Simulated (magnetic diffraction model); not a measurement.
**Which magnetic order? TmSbO3**

Space group P6_3/mmc (no. 194), a = 3.8210 Å, c = 12.4610 Å.

| site | atom | x | y | z |
| --- | --- | --- | --- | --- |
| 2a | Tm | 0 | 0 | 1/2 |
| 2c | Sb | 2/3 | 1/3 | 3/4 |
| 2b | O | 0 | 0 | 1/4 |
| 4f | O | 2/3 | 1/3 | 0.5682 |

This is a made-up structure (elements placed in a structure type, unrelaxed), so the numbers test the method and describe no known phase.

Only Tm is taken to order (form factors of Tm3+); orders and moment sizes are assumed, and not adapted to the symmetry. Radiation: neutrons of λ = 2.36 Å, 3° to 90°; isotropic B of 0.4 Å² (Tm), 0.56 Å² (Sb) and 0.89 Å² (O). The intensities are simulated: I ∝ L Σ (|F_N|² + |F_M⊥|²) for unpolarised neutrons, with F_M = 2.695 fm/μB × Σ f(s) S exp(2πi Q·r) exp(−B s²) at Q = H ± k (one set where k and −k are equivalent), only the part normal to Q counting and L = 1/(sin²θ cos θ). For a modulated order the moment at position r is S exp(−2πi k·r) + c.c., with S = m/2 for a sine wave of amplitude m and S = m(u + iv)/2 for moments turning in a plane, u and v being orthogonal unit vectors in it; the phase factor of the sum at Q = H + k is then exp(2πi H·r). Form factors are spin-only for 3d ions and dipole or tabulated for f ions, scattering lengths are Sears's of 1992, and absorption is left out. A label names one of the reflections at its angle. The strongest nuclear line in the range is 100, and lines under 0.2 are left out.

Above the ordering temperature:

```csv
2θ (°),index,I
21.83,(0 0 2),3.8
41.78,(1 0 0),5.6
43.30,(1 0 1),45.3
44.52,(0 0 4),25.2
54.25,(1 0 3),8.4
62.70,(1 0 4),35.4
69.25,(0 0 6),8.1
72.70,(1 0 5),41.4
76.29,(1 1 0),100.0
80.48,(1 1 2),2.4
84.26,(1 0 6),16.4
```

Below it (cell unchanged):

```
2θ (°)      I
 21.83    3.8
 24.39   33.8
 28.97   21.5
 36.57   12.1
 41.78    5.6
 43.30   45.3
 44.52   25.2
 45.93    7.0
 48.97    8.0
 51.64    7.0
 54.25    8.4
 56.49    4.3
 56.71    5.4
 62.70   35.4
 63.82    4.0
 66.29    8.5
 68.12    2.9
 68.52    7.8
 69.25    8.1
 72.68    2.9
 72.70   41.4
 72.87    6.7
 76.29  100.0
 79.23    5.4
 80.48    2.4
 80.94    2.0
 83.20    2.2
 84.26   16.4
 87.51    4.3
```

**Question.** Find the propagation vector, then choose among these models:
A. a sine wave with moments along [100] (amplitudes given), 4 μB on Tm; signs + at (0, 0, 1/2), − at (0, 0, 0)
B. a sine wave with moments along [001] (amplitudes given), 4 μB on Tm; signs + at (0, 0, 1/2), − at (0, 0, 0)
C. moments turning in the plane of [100] and [001], 4 μB on Tm; signs + at (0, 0, 1/2), − at (0, 0, 0)
D. moments turning in the plane of [010] and [001], 4 μB on Tm; signs + at (0, 0, 1/2), − at (0, 0, 0)

The new lines index as (2/3 -1/3 1/2) at 24.39°, (1/3 1/3 3/2) at 28.97°, (2/3 -1/3 5/2) at 36.57° and (1/3 1/3 7/2) at 45.93°, that is as H ± k with k = (1/3 1/3 1/2). Satellites come in pairs about each point of the reciprocal lattice.

Magnetic intensity, observed (below minus above) and for each model:

| 2θ (°) | index | observed | A | B | C | D |
| --- | --- | --- | --- | --- | --- | --- |
| 24.39 | (2/3 -1/3 1/2) | 33.8 | 12.0 | 21.8 | 33.8 | 33.8 |
| 28.97 | (1/3 1/3 3/2) | 21.5 | 10.6 | 10.9 | 21.5 | 21.5 |
| 36.57 | (2/3 -1/3 5/2) | 12.1 | 7.8 | 4.3 | 12.1 | 12.1 |
| 45.93 | (1/3 1/3 7/2) | 7.0 | 5.3 | 1.7 | 7.0 | 7.0 |
| 48.97 | (2/3 2/3 1/2) | 8.0 | 2.7 | 5.3 | 8.0 | 8.0 |
| 51.64 | (4/3 -2/3 3/2) | 7.0 | 2.7 | 4.3 | 7.0 | 7.0 |
| 66.29 | (5/3 -1/3 1/2) | 8.5 | 2.9 | 5.7 | 8.5 | 8.5 |
| 68.52 | (4/3 1/3 3/2) | 7.8 | 2.8 | 5.0 | 7.8 | 7.8 |

Models C and D match alike on every line, so these data can't choose among them (such ties are often domains of one structure).

The structure used: k = (1/3 1/3 1/2), moments turning in the plane of [100] and [001], 4 μB on Tm; signs + at (0, 0, 1/2), − at (0, 0, 0).

[Logs are printed without paths, hosts, clocks, repeated set-up lines and the standing remarks that a program may print on its own settings, such as how far it seeks lower states.]
